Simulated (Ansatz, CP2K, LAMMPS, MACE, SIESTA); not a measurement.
# CP2K on Ga2O3 with crystalline order left by the classical run (65 atoms): settings against a plane-wave reference, part 2 of 2

Wanted: CP2K inputs and outputs for Ga2O3 with crystalline order left by the classical run (65 atoms), checked against a plane-wave reference.

Program: CP2K 2026.2; the method stands at each step. Banners, paths, timers and routine set-up lines are dropped from the logs unmarked, and long logs keep their key lines alone; longer cuts are marked.

So far. Step 2 (PBE, DZVP-MOLOPT-SR, 600/40 Ry, OT DIIS): Forces lie 19 % from the reference's, at 21 times its CPU time (on 4 against 8 cores).

### Step 3. PBE, SZV-MOLOPT-SR, 600/40 Ry, OT DIIS

Method: Kohn-Sham DFT, PBE, GTH-PBE pseudopotentials, Gaussian and plane waves, SZV-MOLOPT-SR-GTH, orbital transformation.

File input.inp:

```
&GLOBAL
  PROJECT cell
  RUN_TYPE ENERGY_FORCE
  PRINT_LEVEL LOW
&END GLOBAL
&FORCE_EVAL
  METHOD QS
  &DFT
    BASIS_SET_FILE_NAME BASIS_MOLOPT
    POTENTIAL_FILE_NAME GTH_POTENTIALS
    &MGRID
      CUTOFF 600
      REL_CUTOFF 40
      NGRIDS 5
    &END MGRID
    &QS
      EPS_DEFAULT 1.0E-10
    &END QS
    &SCF
      SCF_GUESS ATOMIC
      EPS_SCF 1.0E-06
      MAX_SCF 30
      &OT
        MINIMIZER DIIS
        PRECONDITIONER FULL_ALL
        ENERGY_GAP 0.001
      &END OT
      &OUTER_SCF
        EPS_SCF 1.0E-06
        MAX_SCF 8
      &END OUTER_SCF
      &PRINT
        &RESTART OFF
        &END RESTART
      &END PRINT
    &END SCF
    &XC
      &XC_FUNCTIONAL PBE
      &END XC_FUNCTIONAL
    &END XC
    &PRINT
      &MULLIKEN ON
      &END MULLIKEN
      &HIRSHFELD ON
        SHAPE_FUNCTION DENSITY
      &END HIRSHFELD
      &MO_CUBES
        NHOMO 1
        NLUMO 4
        WRITE_CUBE F
      &END MO_CUBES
    &END PRINT
  &END DFT
  &SUBSYS
    &CELL
      A 8.76953 0.00000 0.00000
      B 0.00000 8.76953 0.00000
      C 0.00000 0.00000 8.76953
    &END CELL
    &TOPOLOGY
      COORD_FILE_NAME structure.xyz
      COORD_FILE_FORMAT XYZ
    &END TOPOLOGY
    &KIND Ga
      BASIS_SET SZV-MOLOPT-SR-GTH-q13
      POTENTIAL GTH-PBE-q13
    &END KIND
    &KIND O
      BASIS_SET SZV-MOLOPT-SR-GTH-q6
      POTENTIAL GTH-PBE-q6
    &END KIND
  &END SUBSYS
  &PRINT
    &FORCES ON
    &END FORCES
  &END PRINT
&END FORCE_EVAL
```

File structure.xyz:

```xyz
65

[... 65 atom lines left out: the same atoms as in the first run ...]
```

Run with:

```bash
OMP_NUM_THREADS=1 mpirun -np 4 cp2k.psmp -i input.inp > output.txt
```

Numbers of over 12 decimals in the logs are rounded to 6 here.

The program printed:

```text
CP2K| version string:                                       CP2K version 2026.2
 CP2K| Input file name                                                 input.inp
 GLOBAL| Basis set file name                                        BASIS_MOLOPT
 GLOBAL| Potential file name                                      GTH_POTENTIALS
 GLOBAL| Run type                                                   ENERGY_FORCE
 GLOBAL| Total number of message passing processes                             4
 GLOBAL| Number of threads for this process                                    1
[... lines left out ...]
 Number of electrons:                                                        572
[... lines left out ...]
  Step     Update method      Time    Convergence         Total energy    Change
[... lines left out ...]
  Total energy:                                             -2563.316258
[... lines left out ...]
  Step     Update method      Time    Convergence         Total energy    Change
[... lines left out ...]
  *** SCF run converged in    18 steps ***
[... lines left out ...]
  Total energy:                                             -2563.677352
[... lines left out ...]
  outer SCF loop converged in   2 iterations or   48 steps
[... lines left out ...]
  Eigenvalues of the occupied subspace spin            1
      -0.50626040     -0.48525412     -0.48202260     -0.48006414
      -0.47458555     -0.46635529     -0.46505774     -0.46349942
      -0.45992954     -0.45615249     -0.45052783     -0.44857380
[...]
0.23039967      0.23350013      0.24007377      0.24271736
       0.25056559      0.26924910
 Fermi Energy [eV] :    7.326641
  Using OT eigensolver for additional unoccupied orbitals spin            1
  Lowest Eigenvalues of the unoccupied subspace spin            1
 OT| Eigensolver reached convergence in 81 iterations
       0.28135690      0.35919598      0.39784987      0.40616126
 HOMO - LUMO gap [eV] :    0.329470
 ENERGY| Total FORCE_EVAL ( QS ) energy [hartree]          -2563.677352
 FORCES| Atomic forces [hartree/bohr]
 FORCES|   Atom     x               y               z               |f|
 FORCES|      1  1.68249288E-02  4.74696245E-03  1.84325658E-02   2.54041604E-02
 FORCES|      2 -1.07838966E-02  3.37664453E-03 -5.45677661E-03   1.25487277E-02
 FORCES|      3 -1.37416510E-02  4.56470329E-03 -1.68740886E-03   1.45779572E-02
[...]
FORCES|     64 -1.56287630E-02 -4.02777596E-03 -7.55960625E-03   1.78221452E-02
 FORCES|     65 -3.16570802E-03 -7.23123335E-04  2.94874967E-03   4.38631272E-03
 FORCES| Sum     6.72244409E-04 -1.17966303E-02  3.74252246E-04
 FORCES| Total atomic force                                       1.18216947E-02
```

It took 1.9 min on 4 MPI ranks of Arm Neoverse N1, shared host; peak memory 1.9 GiB; 7.7 min of CPU time.

Compared with the plane-wave run:

```
r.m.s. force component                           : 0.4337 eV/Å
r.m.s. difference of force components            : 237.1 meV/Å
longest difference of force vectors              : 1192 meV/Å
force difference over r.m.s. force               : 60.09 %
slope of forces against the reference's          : 0.9237
correlation of force components                  : 0.8403
gap (highest filled to lowest empty level) : 0.3295 eV
gap difference                                   : -0.6288 eV
```

This is a coarse setting, run to see what it loses.

Against the first run (19 %), the force difference from the reference is 60 %, at 0.42 times the CPU time, with 390 basis functions against 1157: the smaller basis costs accuracy.

The forces add up to 0.61 eV/Å instead of zero, usually a sign of too coarse a grid.

### Step 4. PBE, SZV-MOLOPT-SR, 600/40 Ry, TC2 filter 1e-06, SCF 1e-06

Method: Kohn-Sham DFT, PBE, GTH-PBE pseudopotentials, Gaussian and plane waves, SZV-MOLOPT-SR-GTH, linear-scaling purification of the density matrix.

Edit input.inp of step 3 so:

```diff
@@ -17,21 +17,13 @@
       EPS_DEFAULT 1.0E-10
+      LS_SCF T
     &END QS
-    &SCF
-      SCF_GUESS ATOMIC
+    &LS_SCF
+      PURIFICATION_METHOD TC2
+      EPS_FILTER 1.0E-06
       EPS_SCF 1.0E-06
-      MAX_SCF 30
-      &OT
-        MINIMIZER DIIS
-        PRECONDITIONER FULL_ALL
-        ENERGY_GAP 0.001
-      &END OT
-      &OUTER_SCF
-        EPS_SCF 1.0E-06
-        MAX_SCF 8
-      &END OUTER_SCF
-      &PRINT
-        &RESTART OFF
-        &END RESTART
-      &END PRINT
-    &END SCF
+      MAX_SCF 60
+      S_PRECONDITIONER ATOMIC
+      MIXING_FRACTION 0.45
+      REPORT_ALL_SPARSITIES F
+    &END LS_SCF
     &XC
@@ -43,10 +35,2 @@
       &END MULLIKEN
-      &HIRSHFELD ON
-        SHAPE_FUNCTION DENSITY
-      &END HIRSHFELD
-      &MO_CUBES
-        NHOMO 1
-        NLUMO 4
-        WRITE_CUBE F
-      &END MO_CUBES
     &END PRINT
```

structure.xyz is that of step 3.

The program printed:

```text
CP2K| version string:                                       CP2K version 2026.2
 CP2K| Input file name                                                 input.inp
 GLOBAL| Basis set file name                                        BASIS_MOLOPT
 GLOBAL| Potential file name                                      GTH_POTENTIALS
 GLOBAL| Run type                                                   ENERGY_FORCE
 GLOBAL| Total number of message passing processes                             4
 GLOBAL| Number of threads for this process                                    1
[... lines left out ...]
 Re-scaling the density matrix to get the right number of electrons
[... lines left out ...]
 SCF run converged in    20 steps.
[... lines left out ...]
                     Mulliken Population Analysis
 #  Atom  Element  Kind  Atomic population                           Net charge
       1     Ga       1          0.000000                             13.000000
       2     Ga       1          0.000000                             13.000000
       3     Ga       1          0.000000                             13.000000
[...]
64     O        2          0.000000                              6.000000
      65     O        2          0.000000                              6.000000
 # Total charge                              0.000000                572.000000
 !-----------------------------------------------------------------------------!
 ENERGY| Total FORCE_EVAL ( QS ) energy [hartree]          -1675.371952
 FORCES| Atomic forces [hartree/bohr]
 FORCES|   Atom     x               y               z               |f|
 FORCES|      1  1.57045530E+00  2.40310120E+00  1.97174642E+00   3.48267271E+00
 FORCES|      2  2.79370686E+00  1.64665467E+00 -1.69863141E+00   3.66082208E+00
 FORCES|      3 -1.93140867E+00 -4.19521389E-01  2.06698704E-01   1.98722470E+00
[...]
FORCES|     64  4.13974137E-01 -3.66506438E+00  3.96750383E-02   3.68858314E+00
 FORCES|     65  1.78467088E+00  4.14321688E-01  2.41522357E-01   1.84798421E+00
 FORCES| Sum    -7.09953785E-09  4.49801296E-09  1.04934531E-09
 FORCES| Total atomic force                                       8.46975111E-09
```

It took 75 s on 4 MPI ranks; peak memory 1.9 GiB.

The run converged, but to an unphysical state with enormous forces.

Against the reference:

* r.m.s. difference of force components: 115500 meV/Å
* longest difference of force vectors: 620900 meV/Å
* force difference over r.m.s. force: 29280 %
* slope of forces against the reference's: -55.32
* correlation of force components: -0.189
* energy less the same-level run's: 371900 meV/atom
* r.m.s. force difference from the same-level run: 115500 meV/Å

### Step 5. Side by side

Differences are against the plane-wave reference, forces as r.m.s. over components; share is that over the reference's r.m.s. force, slope the least-squares factor from reference forces to these. Total energies of different programs have different zeros and aren't compared.

| run | Δ force, r.m.s. (meV/Å) | share (%) | slope | Δ gap (eV) | cores | CPU time | memory (GiB) |
| --- | --- | --- | --- | --- | --- | --- | --- |
| reference | - | - | - | - | 8 | 53 s | 1.0 |
| CP2K PBE, DZVP-MOLOPT-SR, 600/40 Ry, OT DIIS | 73.6 | 18.7 | 0.989 | -0.086 | 4 | 18 min | 2.8 |
| CP2K PBE, SZV-MOLOPT-SR, 600/40 Ry, OT DIIS (coarse) | 237 | 60.1 | 0.924 | -0.629 | 4 | 7.7 min | 1.9 |

Rows marked coarse were listed beforehand as settings not expected to be converged; some can still land near the reference.

CPU time is summed over cores on a shared host, where runs went side by side, so it is rough. Symmetry, cutoffs, thresholds, outputs and thread counts weren't matched or tuned between programs; memory under MPI is the largest rank's times the ranks.

### Step 6. Results

```json
{"nearest in forces": "CP2K PBE, DZVP-MOLOPT-SR, 600/40 Ry, OT DIIS, 19 %", "its CPU time": "18 min"}
```

What this shows: The PBE run in local orbitals, coarse settings apart, differs by 19 % (CP2K PBE, DZVP-MOLOPT-SR, 600/40 Ry, OT DIIS); basis, grid and potentials can all enter. Runs with settings chosen to be coarse differ by 60 % (CP2K PBE, SZV-MOLOPT-SR, 600/40 Ry, OT DIIS), their programs' other errors included. None of the electronic-structure runs in the table takes under half the reference's CPU time of 53 s; they take 8.8 to 21 times as much. At the same functional, gaps differ from the reference's 0.958 eV by between -0.63 and -0.09 eV. The quench rate of 100 K/ps is many orders above laboratory rates, so the cell is likely richer in defects and strain than a real sample. The network of bonds at the start is that of the classical potential that made the cell, and needn't be the one that DFT or experiment would give. The electronic-structure runs sample only Γ, in a cell whose shortest periodic width is 9 Å.

[Also dropped from logs without a mark: logging warnings of Python, and SIESTA's first energy breakdown and zero terms.]

[Logs are printed without paths, hosts, clocks, repeated set-up lines and the standing remarks that a program may print on its own settings, such as how far it seeks lower states.]

[Hosts, paths, dates, database ids (printed as entryN), source tags and the programs' standing remarks are cut or masked in the printed files.]
